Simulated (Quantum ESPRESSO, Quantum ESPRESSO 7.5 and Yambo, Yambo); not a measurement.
# Beyond one shot: CdF2 (Fm-3m)

How far does self-consistency move the gap of CdF2 (Fm-3m)?

Main program and level: Quantum ESPRESSO 7.5 and Yambo 5.3.0; PBE and many-body steps on it, plane waves.

## Step 1: The structure

Symmetry: Fm-3m, No. 225, cubic system. The conventional cell has a = 5.388 Å, b = 5.388 Å, c = 5.388 Å, α = 90.00°, β = 90.00°, γ = 90.00°. Nearest to Cd lie 8 F at 2.33 Å. Nearest to F lie 4 Cd at 2.33 Å. Farther neighbours and most contacts between anions are not listed.

The cell and positions come from the Crystallography Open Database and are kept as given unless a step says otherwise.

## Step 2: Empty states on the mesh, 4×4×4 mesh, 141 bands

This step: Quantum ESPRESSO 7.5; DFT, PBE, plane waves, norm-conserving pseudopotentials.

The sums over transitions need many empty states on a uniform mesh; this step solves for them.

Contents of pw.in:

```
&control
  calculation = 'nscf'
  prefix = 'x'
  outdir = 'o'
  pseudo_dir = 'pseudo'
/
&system
  ibrav = 0
  nat = 3
  ntyp = 2
  ecutwfc = 94.0
  nbnd = 141
  force_symmorphic = .true.
/
&electrons
  conv_thr = 1e-9
  electron_maxstep = 80
  diago_full_acc = .true.
  diago_thr_init = 5e-6
/
ATOMIC_SPECIES
  Cd 112.41 Cd.upf
  F 18.998 F.upf
CELL_PARAMETERS angstrom
  0.0000000000 2.6940000000 2.6940000000
  2.6940000000 0.0000000000 2.6940000000
  2.6940000000 2.6940000000 -0.0000000000
ATOMIC_POSITIONS crystal
  Cd 0.0000000000 0.0000000000 0.0000000000
  F 0.2500000000 0.2500000000 0.2500000000
  F 0.7500000000 0.7500000000 0.7500000000
K_POINTS automatic
  4 4 4 0 0 0
```

Launch:

```console
$ OMP_NUM_THREADS=1 mpirun -n 4 pw.x -nk 4 -in pw.in > pw.out
```

Log:

```text
Program PWSCF v.7.5 starts

     This program is part of the open-source Quantum ESPRESSO suite
     for quantum simulation of materials; please cite
         "P. Giannozzi et al., J. Phys.:Condens. Matter 21 395502 (2009);
         "P. Giannozzi et al., J. Phys.:Condens. Matter 29 465901 (2017);
         "P. Giannozzi et al., J. Chem. Phys. 152 154105 (2020);
     in publications or presentations arising from this work. More details at

     Atomic positions and unit cell read from directory:
     o/x.save/

     Message from routine setup:
[...]
77.7756  78.0206  79.5497  79.5497  79.7154  79.7154  80.7871  80.7871
     [... 6 further rows ...]
   118.4126 118.4126 118.5381 118.5381 118.6324 119.4958 119.4958 123.1511
   123.8048 123.8048 124.9176 125.5191 126.8669

          k = 0.3536 0.0000 0.0000 (  4064 PWs)   bands (ev):

     [... further k-points ...]

     highest occupied, lowest unoccupied level (ev):     6.5299    9.6539

     XML data file, pseudopotentials, collected wavefunctions

=------------------------------------------------------------------------------=
   JOB DONE.
=------------------------------------------------------------------------------=
```

Wall time 16 s (4 MPI ranks of Intel Xeon Platinum 8259CL at 2.50GHz (Skylake/Cascade Lake), shared host); peak memory 0.43 GiB; 62 s of CPU time.

This step gave:

```yaml
gap: 3.124 eV
k_of_the_valence_top: 0.25, -0.5, -0.25
k_of_the_conduction_bottom: 0, 0, 0
least_direct_gap: 3.619 eV
k_points_computed: 8
lowest_point_of_the_top_converged_band_above_the_valence_top: 119.0349 eV
```

On this mesh the gap is 3.124 eV.

The density comes from a self-consistent run that is not shown.

## Step 3: Conversion and set-up

This step: Yambo 5.3.0; conversion and set-up on PBE, plane waves, norm-conserving pseudopotentials.

The states are converted to the many-body program's format and the q mesh is built.

Launch:

```console
$ (cd o/x.save; p2y > p2y.log; mv SAVE ../..); yambo > setup.log
```

Log:

```text
 Yambo, version 5.3.0

 [02] CORE Variables Setup
 =========================

  [02.01] Unit cells
  ==================

  Cell kind             :  FCC
  Atoms in the cell     :  Cd  F
  number of Cd atoms    :  1
  number of F  atoms    :  2

  List of atomic masses
  Mass of Cd    :  112.4100
  Mass of F     :  18.99800

  List of atomic coordinates    : [cc]
  Cd1       :  0.000000  0.000000  0.000000  order 1
  F1       :  2.545461  2.545461  2.545461  order 2
  F2       :  7.636383  7.636383  7.636383  order 3

  Alat factors          :  5.090922  5.090922  5.090922 [a.u.]
[...]
==========================================

 IBZ Q-points                                      :   8
 BZ  Q-points                                      :   64

 K/Q-points units:
 rlu = crystal or reduced units; cc = cartesian coordinates; iku = interal k-units

 Q [1]          [rlu]:  0.000000  0.000000  0.000000
 Q [2]          [rlu]:  0.14198E-16 -0.27435E-16  0.25000
 Q [3]          [rlu]: -0.28396E-16  0.54870E-16 -0.50000
[...]
Q [7]          [rlu]: -0.13177E-16 -0.50000     -0.50000
 Q [8]          [rlu]:  0.250000 -0.500000 -0.250000

  [03.01] X indexes
  =================

   [03.01.01] Sigma indexes
   ========================

 [06] Game Over & Game summary
```

The job ended after 5 s (1 MPI rank; peak memory 0.25 GiB).

## Step 4: G0W0

Now the one-shot GW correction: screening in the RPA, then the self-energy of the levels asked for.

This step: G0W0 on PBE, plane waves, norm-conserving pseudopotentials.

Contents of gw1.in:

```
HF_and_locXC
gw0
dyson
ppa
em1d
rim_cut
RandQpts= 1000000
RandGvec= 1 RL
EXXRLvcs= 94 Ry
VXCRLvcs= 376 Ry
Chimod= "HARTREE"
% BndsRnXp
 1 | 141 |
%
NGsBlkXp= 15 Ry
% LongDrXp
 1 | 1 | 1 |
%
% GbndRnge
 1 | 141 |
%
DysSolver= "n"
ExtendOut
PPAPntXp= 27.21138 eV
% QPkrange
 8 | 8 | 16 | 19 |
 1 | 1 | 16 | 19 |
%
```

Launch:

```console
$ OMP_NUM_THREADS=1 mpirun -n 4 yambo -F gw1.in -J gw1 -C gw1 > gw1.log
```

Log:

```text
 Yambo, version 5.3.0

 [02] CORE Variables Setup
 =========================

  [... cell, symmetries and grids as in the set-up ...]

  [02.05] Energies & Occupations
  ==============================

  [X] === General ===
  [X] Electronic Temperature                        :  0.000000  0.000000 [eV K]
  [X] Bosonic    Temperature                        :  0.000000  0.000000 [eV K]
  [X] Finite Temperature mode                       : no
  [X] El. density                                   :  0.86947E+24 [cm-3]
  [X] Fermi Level                                   :  6.529887 [eV]

  [X] === Gaps and Widths ===
  [X] Conduction Band Min                           :  3.123994 [eV]
  [X] Valence Band Max                              :  0.000000 [eV]
  [X] Filled Bands                                  :  17
  [X] Empty Bands                                   :   18  141
  [X] Direct Gap                                    :  3.619366 [eV]
  [X] Direct Gap localized at k                     :  1
  [X] Indirect Gap                                  :  3.123994 [eV]
  [X] Indirect Gap between kpts                     :   8   1
  [X] Last valence band width                       :  0.495373 [eV]
  [X] 1st conduction band width                     :  4.976967 [eV]

 [03] Transferred momenta grid and indexing
 ==========================================

 IBZ Q-points                                      :   8
 BZ  Q-points                                      :   64

 K/Q-points units:
 rlu = crystal or reduced units; cc = cartesian coordinates; iku = interal k-units

 Q [1]          [rlu]:  0.000000  0.000000  0.000000
 Q [2]          [rlu]:  0.14198E-16 -0.27435E-16  0.25000
 Q [3]          [rlu]: -0.28396E-16  0.54870E-16 -0.50000
 Q [4]          [rlu]:  0.65886E-17  0.25000      0.25000
 Q [5]          [rlu]: -0.68688E-17  0.25000      0.50000
 Q [6]          [rlu]:  0.27115E-16  0.25000     -0.25000
 Q [7]          [rlu]: -0.13177E-16 -0.50000     -0.50000
 Q [8]          [rlu]:  0.250000 -0.500000 -0.250000

 [04] Coloumb potential Random Integration (RIM)
 ===============================================

  [04.01] RIM initialization
  ==========================

  * Diagonal components only detected *

  8 x (sBL volume)        :  0.117498 [a.u.]
  sBZ random points       :  1000000
  Points outside the sBZ  :   7999624
  RL volume               :  0.939984 [a.u.]
  Integrated volume       :  0.940028 [a.u.]

  [04.02] RIM integrals
  =====================

  Gamma point sphere radius             :  0.088844 [a.u.]
  Points outside the sphere             :   799635
  [Int_sBZ(q=0) 1/q^2]*(Vol_sBZ)^(-1/3) =:  7.763403
                                 should be <:  7.795600

  Summary of Coulomb integrals for non-metallic bands |Q|[au] RIM/Bare

  Q [1] 0.100000E-4 0.995870 * Q [2] 0.267211 1.065611
  Q [4] 0.308548 1.063726 * Q [6] 0.436353 1.025826
  Q [5] 0.511670 1.019349 * Q [3] 0.534422 1.016307
  Q [7] 0.617097 1.012926 * Q [8] 0.689935 1.009939

 [05] Dipoles
 ============

  [05.01] Setup: observables and procedures
  =========================================

 [06] Dynamic Dielectric Matrix (PPA)
 ====================================

 [WR./gw1//ndb.pp]---------------------------------------------------------------
  Brillouin Zone Q/K grids (IBZ/BZ)                :    8   64    8   64
  RL vectors                                       :   4957 [WF]
  Coulomb cutoff potential                         : none
  Electronic Temperature                           :  0.000000 [K]
  Bosonic    Temperature                           :  0.000000 [K]
  PPA    diel. fun.  energies                      : Perdew, Burke & Ernzerhof(X)+Perdew, Burke & Ernzerhof(C)
  wavefunctions                                    : Perdew, Burke & Ernzerhof(X)+Perdew, Burke & Ernzerhof(C)
  Global Gauge                                     : length
  X matrix size                                    :  283
  X band range                                     :    1  141
  X e/h energy range                               : -1.000000 -1.000000 [eV]
  X Time ordering                                  : R
  X Hxc Kernel                                     : HARTREE
  X Drude frequency                                :  0.000000  0.000000
  X poles                                          :  100.0000 [o/o]
  RL vectors in the sum                            :   4957
  [r,Vnl] included                                 : yes
  Field direction                                  :  0.577350E-5  0.577350E-5  0.577350E-5
  BZ energy Double Grid                            : no
  BZ energy DbGd points                            : 0
  BZ Q point size factor                           : -1.000000
  X Optical Averaged directions                    : none

 [07] Local Exchange-Correlation + Non-Local Fock
 ================================================

 [VXC] Plane waves :   32647
 [EXS] Plane waves :   4111

 QP @ state[ 1 ] K range:  1  1
 QP @ state[ 1 ] b range:  16  19
 QP @ state[ 2 ] K range:   8   8
 QP @ state[ 2 ] b range:  16  19

 [xc] Functional : Perdew, Burke & Ernzerhof(X)+Perdew, Burke & Ernzerhof(C)
 [xc] LIBXC used to calculate xc functional
  PP Number of Atomic Species                      :  2
  NLCC RL compoments                               :   32647
  PP Number of Atomic Species                      :  2
  NLCC RL compoments                               :   32647

 [xc] E_xc :  -24.65860 [Ha]
      E_xc :  -49.31721 [Ry]

  Local XC kind (lXC) : Perdew, Burke & Ernzerhof(X)+Perdew, Burke & Ernzerhof(C)
  Non-Local XC kind (nlXC) : Hartree-Fock

  Corrections @ K [1] :  [eV]
 <16|nlXC|16> = -32.28240  0.86364E-17 <16|lXC|16> = -24.99306  0.000000
 <17|nlXC|17> = -32.28239  0.12203E-17 <17|lXC|17> = -24.99306  0.000000
 <18|nlXC|18> = -7.990551 -0.36538E-17 <18|lXC|18> = -12.40280  0.000000
 <19|nlXC|19> = -4.689422  0.35616E-18 <19|lXC|19> = -10.20232  0.000000

  Corrections @ K [8] :  [eV]
 <16|nlXC|16> = -30.52773  0.59190E-17 <16|lXC|16> = -23.13818  0.000000
 <17|nlXC|17> = -31.53442 -0.15207E-17 <17|lXC|17> = -24.39237 -0.23602E-16
 <18|nlXC|18> = -10.76329  0.73469E-18 <18|lXC|18> = -16.75171  0.000000
 <19|nlXC|19> = -6.368119  0.20544E-17 <19|lXC|19> = -10.95815  0.000000

  [07.01] Hartree-Fock occupations report
  =======================================

  [Hartree-Fock] === General ===
  [Hartree-Fock] Electronic Temperature             :  0.000000  0.000000 [eV K]
  [Hartree-Fock] Bosonic    Temperature             :  0.000000  0.000000 [eV K]
  [Hartree-Fock] Finite Temperature mode            : no
  [Hartree-Fock] El. density                        :  0.86947E+24 [cm-3]
  [Hartree-Fock] Fermi Level                        :  6.529887 [eV]

  [Hartree-Fock] === Gaps and Widths ===
  [Hartree-Fock] Conduction Band Min                :  4.990525 [eV]
  [Hartree-Fock] Valence Band Max                   : -0.088828 [eV]
  [Hartree-Fock] Filled Bands                       :  17
  [Hartree-Fock] Empty Bands                        :   18  141
  [Hartree-Fock] Direct Gap                         :  5.439230 [eV]
  [Hartree-Fock] Direct Gap localized at k          :  2
  [Hartree-Fock] Indirect Gap                       :  5.079353 [eV]
  [Hartree-Fock] Indirect Gap between kpts          :   7   2
  [Hartree-Fock] Last valence band width            :  7.695873 [eV]
  [Hartree-Fock] 1st conduction band width          :  9.098857 [eV]

 [08] Dyson equation: Newton solver
 ==================================

  [08.01] G0W0 (W PPA)
  ====================

  [  GW  ] Bands range     :    1  141
  [GW/PPA] G damping       :  0.100000 [eV]

  QP @ state[ 1 ] K range:  1  1
  QP @ state[ 1 ] b range:  16  19
  QP @ state[ 2 ] K range:   8   8
  QP @ state[ 2 ] b range:  16  19

   Sc/G bands                                       :    1  141
   Sc/G damping                                     :  0.100000 ev
   Sc bands terminator                              : no
   Sx RL components                                 :   4111

   QP @ state[ 1 ] K range                          :  1  1
   QP @ state[ 1 ] b range                          :  16  19
   QP @ state[ 2 ] K range                          :   8   8
   QP @ state[ 2 ] b range                          :  16  19
   GF energies kind                                 : Perdew, Burke & Ernzerhof(X)+Perdew, Burke & Ernzerhof(C)
   GF WF`s kind                                     : Perdew, Burke & Ernzerhof(X)+Perdew, Burke & Ernzerhof(C)
   Xs energies kind                                 : Perdew, Burke & Ernzerhof(X)+Perdew, Burke & Ernzerhof(C)
   Xs WF`s kind                                     : Perdew, Burke & Ernzerhof(X)+Perdew, Burke & Ernzerhof(C)

 [11] Game Over & Game summary
```

The job ended after 6.3 min (4 MPI ranks; peak memory 1.8 GiB).

This step gave:

```yaml
g0w0_gap_on_the_points_computed: 5.343 eV
starting_gap_on_the_mesh: 3.124 eV
k_of_the_valence_top: 0.25, -0.5, -0.25
k_of_the_conduction_bottom: 0, 0, 0
least_direct_g0w0_gap_on_the_computed_points: 6.106 eV
z_at_the_valence_top: 0.7954
z_at_the_conduction_bottom: 0.8693
```

The gap on the mesh goes from 3.12 eV to 5.34 eV, a correction of +2.22 eV.

## Step 5: evGW0, cycle 1

This step: evGW0 on PBE, plane waves, norm-conserving pseudopotentials.

gw3.in, as its differences from gw1.in of step 4:

```diff
@@ -25,4 +25,4 @@
 % QPkrange
- 8 | 8 | 16 | 19 |
- 1 | 1 | 16 | 19 |
+ 1 | 8 | 15 | 20 |
 %
+GfnQPdb= "E < ./gw2/ndb.QP"
```

Launch:

```console
$ OMP_NUM_THREADS=1 mpirun -n 4 yambo -F gw3.in -J gw3,gw1_W -C gw3 > gw3.log
```

Log:

```text
 Yambo, version 5.3.0

 [02] CORE Variables Setup
 =========================

  [... cell, symmetries and grids as in the set-up ...]

  [02.05] Energies & Occupations
  ==============================

  [X] === General ===
  [X] Electronic Temperature                        :  0.000000  0.000000 [eV K]
  [X] Bosonic    Temperature                        :  0.000000  0.000000 [eV K]
  [X] Finite Temperature mode                       : no
  [X] El. density                                   :  0.86947E+24 [cm-3]
  [X] Fermi Level                                   :  6.529887 [eV]

  [X] === Gaps and Widths ===
  [X] Conduction Band Min                           :  3.123994 [eV]
  [X] Valence Band Max                              :  0.000000 [eV]
  [X] Filled Bands                                  :  17
  [X] Empty Bands                                   :   18  141
  [X] Direct Gap                                    :  3.619366 [eV]
  [X] Direct Gap localized at k                     :  1
  [X] Indirect Gap                                  :  3.123994 [eV]
  [X] Indirect Gap between kpts                     :   8   1
  [X] Last valence band width                       :  0.495373 [eV]
  [X] 1st conduction band width                     :  4.976967 [eV]

 [03] Transferred momenta grid and indexing
 ==========================================

 IBZ Q-points                                      :   8
 BZ  Q-points                                      :   64

 K/Q-points units:
 rlu = crystal or reduced units; cc = cartesian coordinates; iku = interal k-units

 Q [1]          [rlu]:  0.000000  0.000000  0.000000
 Q [2]          [rlu]:  0.14198E-16 -0.27435E-16  0.25000
 Q [3]          [rlu]: -0.28396E-16  0.54870E-16 -0.50000
[...]
[G+QP] Indirect Gap                               :  5.343466 [eV]
  [G+QP] Indirect Gap between kpts                  :   8   1
  [G+QP] Last valence band width                    :  0.762254 [eV]
  [G+QP] 1st conduction band width                  :  5.982914 [eV]

  [coarse-grid] Minimum Bare Gap        [ev]:  3.123994
  [coarse-grid] Minimum Gap Correction  [ev]:  2.219473

  Eqp @ K [1]
  -114.0214  -68.9843  -68.9843  -68.9843  -24.0616  -22.7872   -6.5353   -6.5353
  -6.535321 -5.145870 -5.145870 -1.186931 -1.186931 -1.186931 -0.762258 -0.762274
   -0.76225   5.34347  15.16073  15.16403  15.34170  20.25481  22.48729  22.48729
[...]
Eqp @ K [2]
[...]
Eqp @ K [3]
[...]
Eqp @ K [4]
[...]
Eqp @ K [5]
[...]
[... 2 further k-points ...]
  Eqp @ K [8]
[...]
23.69991  27.56079  27.56079  31.52527  31.74118  31.74118  32.00423  32.22607
   33.56347  36.32519  37.99216  39.60538  39.60538  40.19358  40.19358  40.81529

 [07] Dipoles
 ============

  [07.01] Setup: observables and procedures
  =========================================

 [08] Dynamic Dielectric Matrix (PPA)
 ====================================

   Sc/G bands                                       :    1  141
   Sc/G damping                                     :  0.100000 ev
   Sc bands terminator                              : no
   Sx RL components                                 :   4111

   QP @ state[ 1 ] K range                          :   1   8
   QP @ state[ 1 ] b range                          :  15  20
   GF energies kind                                 : Perdew, Burke & Ernzerhof(X)+Perdew, Burke & Ernzerhof(C)+ E < ./gw2/ndb.QP + @E Fit
   GF WF`s kind                                     : Perdew, Burke & Ernzerhof(X)+Perdew, Burke & Ernzerhof(C)
   Xs energies kind                                 : Perdew, Burke & Ernzerhof(X)+Perdew, Burke & Ernzerhof(C)
   Xs WF`s kind                                     : Perdew, Burke & Ernzerhof(X)+Perdew, Burke & Ernzerhof(C)

 [13] Game Over & Game summary
```

Run time: 12 min. Hardware: 4 MPI ranks; peak memory 1.8 GiB; 48 min of CPU time.

This step gave:

| Quantity | Value |
| --- | --- |
| quasiparticle gap on the mesh | 5.601 eV |
| gap of the density functional on the mesh | 3.124 eV |
| k of the valence top | 0.25, -0.5, -0.25 |
| k of the conduction bottom | 0, 0, 0 |
| least direct quasiparticle gap on the computed points | 6.390 eV |
| Z at the valence top | 0.7998 |
| Z at the conduction bottom | 0.8830 |

Against G0W0 in Yambo (4×4×4 mesh, 141 bands, screening to 204.1 eV, Godby-Needs plasmon pole), the gap moves by +0.258 eV.

The program's own table gives 5.861 eV, which is too large where the input levels are shifted: this version takes Σc at the unshifted level E₀, yet steps from the shifted one. The value above is the Newton step from E₀, E₀ + Z(Σc + Σx − Vxc), rebuilt from the printed columns.

## Step 6: evGW0, cycle 2

The corrected levels of the last cycle go back in.

gw4.in, as its differences from gw3.in of step 5:

```diff
@@ -27,2 +27,2 @@
 %
-GfnQPdb= "E < ./gw2/ndb.QP"
+GfnQPdb= "E < ./gw3_fix/ndb.QP"
```

Launch:

```console
$ OMP_NUM_THREADS=1 mpirun -n 4 yambo -F gw4.in -J gw4,gw1_W -C gw4 > gw4.log
```

Log:

```text
 Yambo, version 5.3.0

 [02] CORE Variables Setup
 =========================

  [... cell, symmetries and grids as in the set-up ...]

  [02.05] Energies & Occupations
  ==============================

  [X] === General ===
  [X] Electronic Temperature                        :  0.000000  0.000000 [eV K]
  [X] Bosonic    Temperature                        :  0.000000  0.000000 [eV K]
  [X] Finite Temperature mode                       : no
  [X] El. density                                   :  0.86947E+24 [cm-3]
[...]
Sx RL components                                 :   4111

   QP @ state[ 1 ] K range                          :   1   8
   QP @ state[ 1 ] b range                          :  15  20
   GF energies kind                                 : Perdew, Burke & Ernzerhof(X)+Perdew, Burke & Ernzerhof(C)+ E < ./gw2/ndb.QP + @E Fit+ E < ./gw3_fix/
   GF WF`s kind                                     : Perdew, Burke & Ernzerhof(X)+Perdew, Burke & Ernzerhof(C)
   Xs energies kind                                 : Perdew, Burke & Ernzerhof(X)+Perdew, Burke & Ernzerhof(C)
   Xs WF`s kind                                     : Perdew, Burke & Ernzerhof(X)+Perdew, Burke & Ernzerhof(C)

 [13] Game Over & Game summary
```

The job ended after 11 min (4 MPI ranks; peak memory 1.8 GiB).

This step gave:

- quasiparticle gap on the mesh: 5.628 eV
- gap of the density functional on the mesh: 3.124 eV
- k of the valence top: 0.25, -0.5, -0.25
- k of the conduction bottom: 0, 0, 0
- least direct quasiparticle gap on the computed points: 6.419 eV

Against the cycle before, the gap moves by +0.027 eV.

The program's own table gives 5.915 eV, which is too large where the input levels are shifted: this version takes Σc at the unshifted level E₀, yet steps from the shifted one. The value above is the Newton step from E₀, E₀ + Z(Σc + Σx − Vxc), rebuilt from the printed columns.

[end of part 1 of 2]

[Paths, hosts, dates, memory and timing lines, banners, echoed tables and standing remarks are left out of the program output.]

[Logs are printed without paths, hosts, clocks, repeated set-up lines and the standing remarks that a program may print on its own settings, such as how far it seeks lower states.]

[Runs of the session that timed out or met a known fault of the program may be left out.]

[Hosts, paths, dates, database ids (printed as entryN), source tags and the programs' standing remarks are cut or masked in the printed files.]
